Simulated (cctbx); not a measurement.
# Reading a Patterson map

Space group P-6m2 (no. 187), a = 4.0230 Å, b = 4.0230 Å, c = 7.7490 Å, α = 90.00°, β = 90.00°, γ = 120.00°, content Pb2 As2 Zn1.

The data are simulated with cctbx, not measured: Mo Kα, λ = 0.71073 Å, to d = 0.6 Å, 80 % of the full sphere, strongest reflection 70000 counts, noise from counting, a 2 % proportional error and a noise floor of 4 counts (s.d.); no absorption, some extinction.

Patterson synthesis, origin scaled to 1000:

```text
Patterson group P 6/m m m
      u       v       w   height  length (A)
  0.000   0.000   0.000   1000.0     0.00
  0.000   0.000   0.412    426.6     3.20
  0.333   0.667   0.293    268.1     3.25
  0.333   0.667   0.207    138.5     2.82
  0.333   0.667   0.500     35.6     4.52
  0.333   0.667   0.000     33.2     2.32
  0.000   0.180   0.061     19.3     0.87
  0.125   0.250   0.000     19.1     0.87
  0.000   0.203   0.000     17.1     0.82
  0.000   0.000   0.096     16.4     0.74
  0.209   0.419   0.212      9.2     2.20
  0.000   0.210   0.436      8.2     3.49
  0.124   0.248   0.402      7.7     3.23
  0.000   0.153   0.335      6.9     2.67
```

Q: Assign the vectors.

A peak at u stands for all pairs with xi − xj = u, with weight Σ ZiZj against Σ Z² = 16526 at the origin. Peak heights follow these weights only roughly, since form factors, motion and series ripples differ, all vectors within 0.55 Å of a peak are counted as merged into it though the farther ones add only part of their weight, and F(000) is left out, which lowers the whole map:

| u | v | w | shortest length (Å) | height | 1000 ΣZiZj/ΣZ² | pairs in the cell |
| --- | --- | --- | --- | --- | --- | --- |
| 0.000 | 0.000 | 0.412 | 3.19 | 427 | 407 | 1 × Pb–Pb |
| 0.333 | 0.667 | 0.293 | 3.25 | 268 | 313 | 1 × Pb–As, 1 × Pb–Zn |
| 0.333 | 0.667 | 0.207 | 2.82 | 138 | 164 | 1 × Pb–As |

The table stops at ten peaks or at a height of 45, below which ripples compete. In the model behind the data Pb, the heaviest element, has 1 independent site: (0, 0, 0.2933), up to an allowed shift of origin; the Pb–Pb vectors are differences of these positions and their symmetry mates. The whole model:

```
atom  mult.    x    y       z  Ueq (Å²)
 Pb1      2    0    0  0.2933    0.0033
 As1      1  1/3  2/3       0    0.0060
 As2      1  2/3  1/3     1/2    0.0060
 Zn1      1  2/3  1/3       0    0.0052
```

This is a model crystal, built by substitution and not relaxed, with assumed displacement parameters.

[Logs are printed without paths, hosts, clocks, repeated set-up lines and the standing remarks that a program may print on its own settings, such as how far it seeks lower states.]
